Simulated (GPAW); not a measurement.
## BN (P6_3mc): refractive index against wavelength

The refractive index of BN (P6_3mc) along x below the direct gap (8.19 eV on the mesh) is read from one computed spectrum, n = √(Re ε). x, y and z are the Cartesian axes of the input cell.

It takes space group P6_3mc (No. 186, hexagonal). Conventional cell: a = 2.536 Å, b = 2.536 Å, c = 4.199 Å, α = 90.00°, β = 90.00°, γ = 120.00°. N on site b has 4 B at 1.56 to 1.57 Å as nearest neighbours. B on site b is surrounded by 4 N at 1.56 to 1.57 Å.

Method: GPAW 26.7.0, LDA, RPA, k-mesh 15×15×7, local fields up to 50 eV, Lorentzian half width 0.15 eV.

Launch of the response step: `OMP_NUM_THREADS=1 python df.py`. The run took 49 s, its band step included, on 1 thread of Arm Neoverse V1, on a shared host.

| wavelength (nm) | photon energy E (eV) | n |
| --- | --- | --- |
| 532 | 2.331 | 2.1520 |
| 450 | 2.755 | 2.1642 |
| 405 | 3.061 | 2.1745 |
| 365 | 3.397 | 2.1874 |
| 308 | 4.025 | 2.2165 |
| 266 | 4.661 | 2.2536 |
| 248 | 4.999 | ? |

In the single-oscillator model n² − 1 = E₀E_d/(E₀² − E²), so 1/(n² − 1) = E₀/E_d − E²/(E₀E_d) is linear in E².

Working, on the rows shown:

| x = E² (eV²) | y = 1/(n² − 1) |
| --- | --- |
| 5.43137 | 0.275398 |
| 7.59115 | 0.271462 |
| 9.37179 | 0.268208 |
| 11.5384 | 0.26422 |
| 16.2043 | 0.255567 |
| 21.7255 | 0.245175 |

Means: x̄ = 11.977, ȳ = 0.26334. Σ(x − x̄)(y − ȳ) = -0.3376, Σ(x − x̄)² = 182. Slope = -0.3376 / 182 = -0.001855; intercept = ȳ − slope · x̄ = 0.28556. Turned back into n, the line misses the rows shown by at most 0.00029.

Task: Predict the last column of the withheld row from the fit.

Result: At x = 24.994 the line gives y = 0.23919, that is 2.2761. The run gave 2.2771, so the extrapolation is off by 0.00097, 0.8 % of the range in the table.

Refitted with all rows, the slope is -0.001864 and the intercept 0.28564. These give E₀ = √(intercept/−slope) = 12.38 eV and E_d = E₀/intercept = 43.3 eV; E₀ is 1.5 times the direct gap. The electronic limit at long wavelengths, without lattice vibrations, is n = √(1 + 1/intercept) = 2.122. The cell comes from an older database entry, whose edges can be off by a per cent or so. Excitons are left out; LDA gaps are as a rule too small. The values come from a sum over the points of one k-mesh and carry its error, which grows as the direct gap shrinks.
